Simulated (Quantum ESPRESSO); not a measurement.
# How BN absorbs and reflects light

Aim: the dielectric function of BN, and the optical constants that follow from it. The cell comes from an older database entry, whose edges can differ from later determinations, mostly by under a per cent.

Main program and level: Quantum ESPRESSO 7.5; DFT, PBE, plane waves with norm-conserving potentials (PseudoDojo), scalar-relativistic, independent-particle optical response without local fields and without the non-local commutator.

Most raw output is cut from this account.

The database entry behind the starting cell has ideal inner coordinates that were not refined, so it need not match the best structure at ambient conditions.

### Step 1. Set-up

The structure is hexagonal, space group P6_3mc (No. 186). The conventional cell has a = 2.536 Å, b = 2.536 Å, c = 4.199 Å, α = 90.00°, β = 90.00°, γ = 120.00°. N has 4 B at 1.56 to 1.57 Å nearest. Nearest to B lie 4 N at 1.56 to 1.57 Å. Farther neighbours and most contacts between anions are not listed.

### Step 2. Ground state

First the ground state: is it a metal or has it a gap?

This step: DFT, PBE, plane waves with norm-conserving potentials (PseudoDojo), scalar-relativistic, ground state (Quantum ESPRESSO 7.5).

File scf.in:

```
&control
  calculation = 'scf'
  prefix = 'x'
  outdir = './tmp'
  pseudo_dir = './'
  verbosity = 'high'
/
&system
  ibrav = 0
  nat = 4
  ntyp = 2
  ecutwfc = 90
  occupations = 'smearing'
  smearing = 'fd'
  degauss = 0.003675
  nbnd = 12
/
&electrons
  conv_thr = 1e-09
  electron_maxstep = 100
/
ATOMIC_SPECIES
  N 1.0 N.upf
  B 1.0 B.upf
CELL_PARAMETERS angstrom
  2.536000000002 0.000000000000 0.000000000000
  -1.268000000001 2.196240423999 0.000000000000
  0.000000000000 0.000000000000 4.199000000000
ATOMIC_POSITIONS crystal
  N 0.333333333333 0.666666666667 0.875000000000
  N 0.666666666667 0.333333333333 0.375000000000
  B 0.333333333333 0.666666666667 0.500000000000
  B 0.666666666667 0.333333333333 0.000000000000
K_POINTS automatic
  10 10 5 0 0 0
```

Launch:

```sh
$ mpirun -n 4 pw.x -nk 4 -in scf.in
```

Run time: 8.9 s. Hardware: 4 MPI ranks of Arm Neoverse N1, shared host; peak memory 0.06 GiB.

Read-outs, printed or worked out from the files:

| Property | Result |
| --- | --- |
| total energy | -53.61 Ry |
| gap on the k-mesh | 5.476 eV |
| direct gap on the mesh | 8.407 eV |

There is a gap, 5.48 eV on this mesh (points off the mesh can give less), so no carriers' term is needed.

### Step 3. Ground state with the final occupations

The ground state once more, with the occupations that the first run showed to fit.

scf.in: that of step 2 with these lines changed.

```diff
@@ -12,6 +12,3 @@
   ecutwfc = 90
-  occupations = 'smearing'
-  smearing = 'fd'
-  degauss = 0.003675
-  nbnd = 12
+  occupations = 'fixed'
 /
```

Launch:

```sh
$ mpirun -n 4 pw.x -nk 4 -in scf.in
```

Elapsed: 9.6 s, on 4 MPI ranks; peak memory 0.06 GiB.

### Step 4. Bands on the whole mesh, 14×14×8

At the fixed density, many empty bands are solved on the mesh of the response, since the spectrum sums over them.

This step: DFT, PBE, plane waves with norm-conserving potentials (PseudoDojo), scalar-relativistic, bands at fixed density (Quantum ESPRESSO 7.5).

nscf.in, as its differences from scf.in of step 3:

```diff
@@ -1,3 +1,3 @@
 &control
-  calculation = 'scf'
+  calculation = 'nscf'
   prefix = 'x'
@@ -5,3 +5,2 @@
   pseudo_dir = './'
-  verbosity = 'high'
 /
@@ -13,2 +12,5 @@
   occupations = 'fixed'
+  nbnd = 20
+  nosym = .true.
+  noinv = .true.
 /
@@ -17,2 +19,3 @@
   electron_maxstep = 100
+  diago_full_acc = .true.
 /
@@ -31,2 +34,2 @@
 K_POINTS automatic
-  10 10 5 0 0 0
+  14 14 8 0 0 0
```

Launch:

```sh
$ mpirun -n 4 pw.x -nk 4 -in nscf.in
```

It took 4.7 min on 4 MPI ranks; peak memory 0.05 GiB.

### Step 5. Dielectric function

The spectrum is a sum over vertical transitions between filled and empty bands at the fixed density, so many empty bands are needed.

This step: DFT, PBE, plane waves with norm-conserving potentials (PseudoDojo), scalar-relativistic, independent-particle optical response without local fields and without the non-local commutator (Quantum ESPRESSO 7.5).

File epsilon.in:

```
&inputpp
  prefix = 'x'
  outdir = './tmp'
  calculation = 'eps'
/
&energy_grid
  smeartype = 'gauss'
  intersmear = 0.3
  wmin = 0.0
  wmax = 22
  nw = 500
/
```

Launch:

```sh
$ mpirun -n 4 epsilon.x -nk 4 -in epsilon.in
```

It took 2.5 s on 4 MPI ranks; peak memory 0.04 GiB; 9.8 s of CPU time.

Read-outs, printed or worked out from the files:

```
electronic dielectric constant ε∞, mean over x, y and z (by symmetry where fewer were run) : 5.205
main peak of Im epsilon, first axis                                                        : 11.41 eV
```

Values under the direct gap are tails of Lorentzian lines. The Im ε by photon energy; read off at these points:

```
photon energy (eV)  E ∥ x or y    E ∥ z
              0.00           0        0
              0.50     0.00397  0.00455
              1.00     0.00802  0.00920
              1.50      0.0122   0.0141
              2.00      0.0168   0.0193
              2.50      0.0217   0.0251
              3.00      0.0271   0.0316
              3.50      0.0333   0.0390
              4.00      0.0405   0.0478
              4.50      0.0490   0.0584
              5.00      0.0594   0.0716
              5.50      0.0722   0.0886
              6.00      0.0888    0.111
              6.50       0.111    0.143
              7.00       0.142    0.190
              7.50       0.189    0.270
              8.00       0.271    0.433
              8.50       0.523     1.09
              9.00        1.22     3.49
              9.50        2.50     6.50
             10.00        5.16     11.0
             10.50        12.7     17.0
             10.71        16.0     15.6
             11.00        14.3     15.0
             11.42        17.8     12.7
             11.50        16.6     11.6
             12.00        13.1     9.45
             12.50        12.9     10.9
             13.00        9.31     9.32
             13.50        8.99     11.4
             14.00        8.78     9.53
             14.50        8.69     7.17
             15.00        7.41     5.64
             15.50        5.45     6.06
             16.00        4.55     4.07
             16.50        4.36     4.20
             17.00        3.14     3.46
             17.50        3.09     2.80
             18.00        2.60     2.33
             18.50        2.19     1.69
             19.00        2.07     1.75
             19.50        1.92     1.64
             20.00        1.47     1.63
             20.50        1.41     1.57
             21.00        1.40     1.42
             21.50        1.02     1.10
```

The Re ε by photon energy:

```
photon energy (eV)  E ∥ x or y  E ∥ z
                 0        5.13   5.36
                 1        5.15   5.39
                 2        5.24   5.49
                 3        5.38   5.65
                 4        5.60   5.91
                 5        5.93   6.31
                 6        6.42   6.90
                 7        7.16   7.87
                 8        8.45   9.74
                 9        10.9   13.2
                10        14.8   11.8
                11        8.56   4.76
                12       0.449  0.356
                13       -1.36   1.60
                14       -1.82  -2.47
                15       -4.41  -3.50
                16       -3.84  -3.93
                17       -3.42  -3.78
                18       -2.88  -2.78
                19       -2.18  -1.79
                20       -1.88  -1.48
                21       -1.58  -1.40
```

The reflectivity at normal incidence has structure finer than the step of the table below, so its rows give means over 0.5 eV, whole bins alone (the curve runs from 0 to 21.6 eV). Peaks (eV: height): E ∥ x or y 12.52: 48.9, 16.89: 57.3, 19.71: 57.1, 21.43: 56.2; E ∥ z 11.24: 46.6, 12.57: 44.9, 14.86: 53.0, 15.87: 57.0, 17.11: 59.7, 18.25: 60.1, 21.38: 50.5.

Table of reflectivity at normal incidence by photon energy; means over each step:

```
photon energy (eV)  E ∥ x or y (%)  E ∥ z (%)
               0.5            15.0       15.8
               1.0            15.1       15.8
               1.5            15.2       16.0
               2.0            15.4       16.1
               2.5            15.6       16.4
               3.0            15.8       16.6
               3.5            16.1       17.0
               4.0            16.5       17.4
               4.5            16.9       17.9
               5.0            17.5       18.5
               5.5            18.1       19.3
               6.0            18.8       20.1
               6.5            19.7       21.2
               7.0            20.8       22.5
               7.5            22.1       24.2
               8.0            23.9       26.6
               8.5            26.2       30.1
               9.0            28.9       33.5
               9.5            32.4       37.1
              10.0            36.5       40.1
              10.5            42.8       44.6
              11.0            43.1       45.0
              11.5            46.7       44.4
              12.0            46.1       40.2
              12.5            47.2       42.2
              13.0            44.2       38.2
              13.5            42.6       45.0
              14.0            44.5       47.9
              14.5            47.4       51.4
              15.0            53.3       50.4
              15.5            53.5       49.7
              16.0            54.0       55.4
              16.5            51.8       50.9
              17.0            56.3       56.5
              17.5            51.5       55.7
              18.0            54.2       57.3
              18.5            53.2       57.0
              19.0            51.8       48.7
              19.5            54.2       49.7
              20.0            53.8       45.9
              20.5            52.8       48.7
              21.0            51.3       48.3
```

Table of refractive index n and extinction k by photon energy:

```
photon energy (eV)  n, E ∥ x or y  k, E ∥ x or y  n, E ∥ z  k, E ∥ z
                 0           2.26              0      2.32         0
                 1           2.27        0.00177      2.32   0.00198
                 2           2.29        0.00366      2.34   0.00413
                 3           2.32        0.00585      2.38   0.00664
                 4           2.37        0.00856      2.43   0.00983
                 5           2.44         0.0122      2.51    0.0143
                 6           2.53         0.0175      2.63    0.0212
                 7           2.68         0.0265      2.81    0.0339
                 8           2.91         0.0466      3.12    0.0694
                 9           3.31          0.183      3.66     0.477
                10           3.90          0.662      3.74      1.47
                11           3.55           2.01      3.20      2.34
                12           2.61           2.52      2.22      2.13
                13           2.01           2.32      2.35      1.98
                14           1.89           2.32      1.92      2.48
                15           1.45           2.55      1.25      2.25
                16           1.03           2.21     0.930      2.19
                17          0.782           2.01     0.819      2.11
                18          0.706           1.84     0.649      1.79
                19          0.643           1.61     0.598      1.46
                20          0.504           1.46     0.601      1.36
                21          0.517           1.36     0.546      1.30
```

Values under the direct gap are tails of Lorentzian lines. Loss function −Im 1/ε at q → 0 against energy loss; read off at these points:

```
energy loss (eV)  E ∥ x or y    E ∥ z
             0.0           0        0
             0.5      1.5e-4   1.6e-4
             1.0      3.0e-4   3.2e-4
             1.5      4.6e-4   4.8e-4
             2.0      6.1e-4   6.4e-4
             2.5      7.7e-4   8.1e-4
             3.0      9.4e-4   9.9e-4
             3.5     0.00111  0.00117
             4.0     0.00129  0.00137
             4.5     0.00148  0.00157
             5.0     0.00169  0.00180
             5.5     0.00191  0.00205
             6.0     0.00216  0.00233
             6.5     0.00243  0.00267
             7.0     0.00276  0.00307
             7.5     0.00318  0.00363
             8.0     0.00379  0.00456
             8.5     0.00570  0.00791
             9.0      0.0100   0.0188
             9.5      0.0147   0.0256
            10.0      0.0211   0.0423
            10.5      0.0301   0.0444
            11.0      0.0516   0.0606
            11.5      0.0571   0.0860
            12.0      0.0761    0.106
            12.5      0.0766   0.0914
            13.0       0.105    0.104
            13.5       0.111   0.0877
            14.0       0.109   0.0983
            14.5       0.105    0.107
            15.0      0.0996    0.128
            15.5       0.122    0.133
            16.0       0.128    0.127
            16.5       0.151    0.155
            17.0       0.146    0.132
            17.5       0.186    0.162
            18.0       0.173    0.177
            18.5       0.206    0.207
            19.0       0.229    0.280
            19.5       0.215    0.274
            20.0       0.258    0.336
            20.5       0.276    0.306
            21.0       0.315    0.357
            21.5       0.314    0.411
```

At chosen wavelengths:

```
wavelength (nm)  n xy   k xy  R (%) xy  1/α xy   n z    k z  R (%) z   1/α z
           1064  2.27  0.002      15.1   41 µm  2.32  0.002     15.9   36 µm
            800  2.28  0.003      15.2   23 µm  2.33  0.003     16.0   20 µm
            633  2.29  0.004      15.3   14 µm  2.34  0.004     16.1   12 µm
            450  2.31  0.005      15.7  6.8 µm  2.37  0.006     16.5  6.0 µm
            308  2.37  0.009      16.5  2.8 µm  2.43  0.010     17.4  2.5 µm
            248  2.44  0.012      17.5  1.6 µm  2.51  0.014     18.5  1.4 µm
            193  2.59  0.021      19.6  742 nm  2.69  0.025     21.0  602 nm
```

Below the direct gap, k and the depth come from the tails of the Lorentzian lines, not from transitions.

Rows near the edge hang on the gap, which this functional as a rule makes too small, and phonon-assisted absorption is left out.

At 1064 nm the birefringence n(z) − n(x) is +0.052: the crystal is uniaxial positive at this level.

### Step 6. Summary of results

* electronic dielectric constant ε∞, mean over x, y and z (by symmetry where fewer were run) (independent particles): 5.21
* main peak of Im epsilon, first axis: 11.4 eV

**Reading.** At this level (PBE, independent particles) BN has a mean ε∞ = 5.21 and n = 2.27 at 1550 nm (E ∥ x), and Im ε peaks at 11.4 eV (E ∥ x). Distinct maxima of Im ε, read by a parabola through the highest points, lie at 10.72 eV (16), 11.41 eV (18) and 12.42 eV (13) for E ∥ x or y. The static values by axis are 5.13 (xy), 5.36 (z). At 1064 nm the birefringence n(z) − n(x) is +0.052: the crystal is uniaxial positive at this level. Excitons and phonon-assisted transitions are missing, and so are local fields; PBE gaps are as a rule too small, which pulls the onset down and ε∞ up. epsilon.x leaves out the commutator of the non-local potential, so its intensities are off, as a rule too high. The sum runs over mesh points, so small or evenly spaced maxima can still be ripples of the mesh. The curves end at 22 eV, about where the summed bands run out. The mesh misses the corner K of the hexagonal zone, so gaps read from it can be too wide where band edges lie there.

[Machine, clock, banner and «Message from routine» lines are left out of the logs.]

[Logs are printed without paths, hosts, clocks, repeated set-up lines and the standing remarks that a program may print on its own settings, such as how far it seeks lower states.]

[Hosts, paths, dates, database ids (printed as entryN), source tags and the programs' standing remarks are cut or masked in the printed files.]
